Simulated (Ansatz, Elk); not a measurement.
# How far do independent atoms describe SrReS3?

Structure refinements treat a crystal as free atoms side by side. For a made-up structure of SrReS3 (cell and positions from a PBEsol relaxation) the runs below show what the calculated density changes in F(hkl).

Calculated with Elk 11.2.3 (patched build); DFT, PBE, all-electron APW+lo, Dirac cores, scalar-relativistic bands, static density, no spin.

This account leaves out most program logs.

The structure was built from a prototype and need not be the compound's stable phase.

### Step 1. Starting point

The structure is cubic, space group Pm-3m (No. 221). The conventional cell has a = 4.677 Å, b = 4.677 Å, c = 4.677 Å, α = 90.00°, β = 90.00°, γ = 90.00°. Re has 6 S at 2.34 Å nearest. Nearest to Sr lie 12 S at 3.31 Å. Nearest to S lie 2 Re at 2.34 Å and 4 Sr at 3.31 Å. Farther neighbours and most contacts between anions are not listed.

Coordinates:

```cif
data_structure
_symmetry_space_group_name_H-M 'Pm-3m'
_symmetry_Int_Tables_number 221
_cell_length_a 4.6772
_cell_length_b 4.6772
_cell_length_c 4.6772
_cell_angle_alpha 90.000
_cell_angle_beta 90.000
_cell_angle_gamma 90.000
_cell_volume 102.32
loop_
_atom_site_label
_atom_site_type_symbol
_atom_site_symmetry_multiplicity
_atom_site_Wyckoff_symbol
_atom_site_fract_x
_atom_site_fract_y
_atom_site_fract_z
_atom_site_occupancy
Re1 Re 1 a 0.00000 0.00000 0.00000 1
Sr1 Sr 1 b 0.50000 0.50000 0.50000 1
S1 S 3 d 0.00000 0.00000 0.50000 1
```

### Step 2. Ground state and structure factors

An all-electron density is needed, since X-rays see the cores too. Task 0 finds the density and task 195 Fourier-transforms it; tshift is off so that phases refer to the origin typed.

elk.in reads:

```
tasks
  0
  195

xctype
  20

spinpol
  .false.

rgkmax
  7.0

gmaxvr
  14.0

lmaxo
  7

lmaxapw
  8

swidth
  0.002

tshift
  .false.

ramdisk
  .false.

hmaxvr
  5.5

maxscl
  120

epspot
  1e-06

sppath
  './'

avec
  8.83861764841 -0.00000000000 -0.00000000000
  -0.00000000000 8.83861764841 0.00000000000
  -0.00000000000 0.00000000000 8.83861764841

atoms
  3
  'Re.in'
  1
  0.0000000000 0.0000000000 -0.0000000000   0.000000 0.000000 0.000000
  'Sr.in'
  1
  0.5000000000 0.5000000000 0.5000000000   0.000000 0.000000 0.000000
  'S.in'
  3
  -0.0000000000 0.0000000000 0.5000000000   0.000000 0.000000 0.000000
  -0.0000000000 0.5000000000 -0.0000000000   0.000000 0.000000 0.000000
  0.5000000000 0.0000000000 0.0000000000   0.000000 0.000000 0.000000

ngridk
  5 5 5
```

Run with:

```
> OMP_NUM_THREADS=4 elk
```

The job ended after 15 s (4 threads of Intel Xeon 6975P-C (Granite Rapids), shared host; peak memory 0.23 GiB).

SFACRHO.OUT:

```text

h k l indices transformed by vhmat matrix:
   1.000000000       0.000000000       0.000000000    
   0.000000000       1.000000000       0.000000000    
   0.000000000       0.000000000       1.000000000    

      h      k      l  multipl.   |H|            Re(F)            Im(F)           |F|

      0      0      0      1   0.0000000       161.00000      0.17731487E-15   161.00000    
      0     -1      0      6  0.71087873       50.262010     -0.55491519E-14   50.262010    
     -1      0      1     12   1.0053343       86.376621     -0.16410510E-14   86.376621    
      1      1      1      8   1.2312781      -1.2547100      0.14994626E-13   1.2547100    
      0      0     -2      6   1.4217575       124.00355      0.90763349E-14   124.00355    
     -1      0     -2     24   1.5895732       42.208210     -0.91959008E-14   42.208210    
     -1      1     -2     24   1.7412902       76.461502      0.90644294E-14   76.461502    
      2      2      0     12   2.0106687       108.67727     -0.17020029E-13   108.67727    
      2     -2      1     24   2.1326362       38.375276      0.41606219E-14   38.375276    
      0      0      3      6   2.1326362       38.468342      0.12723359E-13   38.468342    
     -3      1      0     24   2.2479959       69.738399      0.39084140E-14   69.738399    
     -1     -1     -3     24   2.3577180       3.9000981     -0.20062031E-13   3.9000981    
      2     -2     -2      8   2.4625562       99.450046      0.77861896E-14   99.450046    
     -2     -3      0     24   2.5631097       35.825385     -0.15020696E-13   35.825385    
     -2      1      3     48   2.6598647       64.562570      0.32219276E-15   64.562570    
      4      0      0      6   2.8435149       92.713594     -0.14279463E-13   92.713594    
      3      2     -2     24   2.9310281       33.696062      0.10637346E-13   33.696062    
     -4      0     -1     24   2.9310281       33.639458     -0.10279613E-13   33.639458
```

Elk indexes on the primitive cell of elk.in and gives |H| = 4π sin θ/λ in inverse bohr. Below, one row stands for each form hkl of the conventional cell (m members, Friedel mates merged), F is for one primitive cell and the density is static (no thermal factor). Free-atom factors are Waasmaier and Kirfel's, and R is Σm||F|−|F'||/Σm|F|.

| hkl | m | sin θ/λ (Å⁻¹) | abs F, DFT | neutral atoms | diff. |
| --- | --- | --- | --- | --- | --- |
| 100 | 6 | 0.107 | 50.262 | 50.185 | +0.077 |
| 110 | 12 | 0.151 | 86.377 | 86.580 | -0.204 |
| 111 | 8 | 0.185 | 1.255 | 0.754 | +0.501 |
| 200 | 6 | 0.214 | 124.004 | 123.998 | +0.006 |
| 210 | 24 | 0.239 | 42.208 | 42.351 | -0.143 |
| 211 | 24 | 0.262 | 76.462 | 76.617 | -0.156 |
| 220 | 12 | 0.302 | 108.677 | 108.943 | -0.266 |
| 221 | 24 | 0.321 | 38.375 | 38.564 | -0.189 |
| 300 | 6 | 0.321 | 38.468 | 38.564 | -0.096 |
| 310 | 24 | 0.338 | 69.738 | 69.757 | -0.019 |
| 311 | 24 | 0.355 | 3.900 | 3.829 | +0.071 |
| 222 | 8 | 0.370 | 99.450 | 99.590 | -0.140 |
| 320 | 24 | 0.385 | 35.825 | 35.837 | -0.011 |
| 321 | 48 | 0.400 | 64.563 | 64.559 | +0.004 |
| 400 | 6 | 0.428 | 92.714 | 92.836 | -0.122 |
| 322 | 24 | 0.441 | 33.696 | 33.647 | +0.049 |
| 410 | 24 | 0.441 | 33.639 | 33.647 | -0.008 |
| 411 | 24 | 0.454 | 60.472 | 60.476 | -0.004 |

### Step 3. The highest occupied states alone

An energy window below the Fermi level keeps the highest occupied states, to see at which angles they scatter; shallow core shells can lie inside it and anion s states outside. No new self-consistency is needed.

Changes to elk.in since step 2:

```diff
@@ -1,3 +1,2 @@
 tasks
-  0
   195
@@ -40,2 +39,5 @@
 
+wsfac
+  -0.068240 0.599250
+
 sppath
```

Run with:

```
> OMP_NUM_THREADS=4 elk
```

It took 6.7 s on 4 threads; peak memory 0.16 GiB; 8.7 s of CPU time.

States within 10 eV below the Fermi level hold 21.00 electrons; any levels below the window count with the cores. Their amplitudes can exceed the total, where window and core parts have opposite phase:

| hkl | sin θ/λ (Å⁻¹) | abs F, window | abs F, all |
| --- | --- | --- | --- |
| 100 | 0.107 | 6.639 | 50.262 |
| 110 | 0.151 | 0.466 | 86.377 |
| 111 | 0.185 | 2.435 | 1.255 |
| 200 | 0.214 | 3.789 | 124.004 |
| 210 | 0.239 | 1.335 | 42.208 |
| 211 | 0.262 | 0.254 | 76.462 |
| 220 | 0.302 | 0.508 | 108.677 |
| 221 | 0.321 | 0.136 | 38.375 |
| 300 | 0.321 | 0.023 | 38.468 |
| 310 | 0.338 | 0.080 | 69.738 |

### Step 4. Another try

In this try the input is made faulty on purpose, to show what that does.

The input is changed as shown.

Changes to elk.in since step 3:

```diff
@@ -1,2 +1,3 @@
 tasks
+  0
   195
@@ -39,5 +40,2 @@
 
-wsfac
-  -0.068240 0.599250
-
 sppath
@@ -64,3 +62,3 @@
 
-ngridk
+ngrid
   5 5 5
```

Run with:

```
> OMP_NUM_THREADS=4 elk
```

Run time: 0.01 s. Hardware: 4 threads; peak memory 0.16 GiB.

The program refused the input before any cycle.

The program's message: “Error(readinput): invalid block name : ngrid”

A key was misspelt on purpose.

### Step 5. Another functional

The difference from free atoms is small, so it is set against the change that LDA (Perdew-Wang) makes.

Changes to elk.in since step 4:

```diff
@@ -5,3 +5,3 @@
 xctype
-  20
+  3
 
@@ -62,3 +62,3 @@
 
-ngrid
+ngridk
   5 5 5
```

Run with:

```
> OMP_NUM_THREADS=4 elk
```

Run time: 9.6 s. Hardware: 4 threads; peak memory 0.19 GiB; 20 s of CPU time.

Against the first run R = 0.04 %; the largest change is -0.060 at 111.

### Step 6. Basis size

The basis and the expansions that go with it are enlarged, to see whether the differences are converged.

Changes to elk.in since step 5:

```diff
@@ -5,3 +5,3 @@
 xctype
-  3
+  20
 
@@ -11,12 +11,12 @@
 rgkmax
-  7.0
+  8.5
 
 gmaxvr
-  14.0
+  18.0
 
 lmaxo
-  7
+  9
 
 lmaxapw
-  8
+  10
```

Run with:

```
> OMP_NUM_THREADS=4 elk
```

Run time: 35 s. Hardware: 4 threads; peak memory 0.44 GiB.

Against the first run R = 0.01 %; the largest change is -0.012 at 422.

### Step 7. Settings against the effect

```csv
run,R against the first run (%),"R against neutral atoms, low angle (%)",wall time
"PBE, rgkmax 7",0.00,0.29,15 s
LDA (Perdew-Wang),0.04,0.28,9.6 s
rgkmax 8.5 with larger expansions,0.01,0.29,35 s
```

### Step 8. Outcome

```yaml
r_against_neutral_atoms_sin_theta_lambda_0p3_a_minus1: 0.29 %
r_against_neutral_atoms_0p3_to_0p82_a_minus1: 0.20 %
```

**Reading.** Independent neutral atoms miss the calculated amplitudes by R = 0.29 % below 0.3 Å⁻¹ and 0.20 % from there to 0.82 Å⁻¹; by shells, 0.15 % below 0.15 Å⁻¹ (1 form), 0.29 % 0.15 to 0.3 (5 forms), 0.13 % 0.3 to 0.45 (11 forms), 0.22 % above 0.45 (57 forms). Bonding, aspherical density and the tables' own atoms all enter these figures, and the runs don't part them. The largest change of an amplitude is +0.50 electrons, at 111. Weak lines can change much in proportion: 111 goes from 0.75 to 1.25. The window's part falls from 21.0 electrons at the origin to at most 0.37 between 0.45 and 0.82 Å⁻¹. Below 0.3 Å⁻¹ the changes that finished (LDA (Perdew-Wang) and rgkmax 8.5 with larger expansions) move F by R = 0.04 % at most, against the 0.29 % that separates it from free atoms. The k-mesh has no finished test. These runs have no spin, though d or f shells may be open. The electron count is odd, so without spin the run is a metal by force. Spin-orbit coupling is left out, which can matter for elements this heavy. Part of the difference isn't bonding: the tables are fits to free atoms and ions calculated by other methods than this functional. Thermal motion, anomalous dispersion and extinction are left out.

[Logs are printed without paths, hosts, clocks, repeated set-up lines and the standing remarks that a program may print on its own settings, such as how far it seeks lower states.]

[Hosts, paths, dates, database ids (printed as entryN), source tags and the programs' standing remarks are cut or masked in the printed files.]
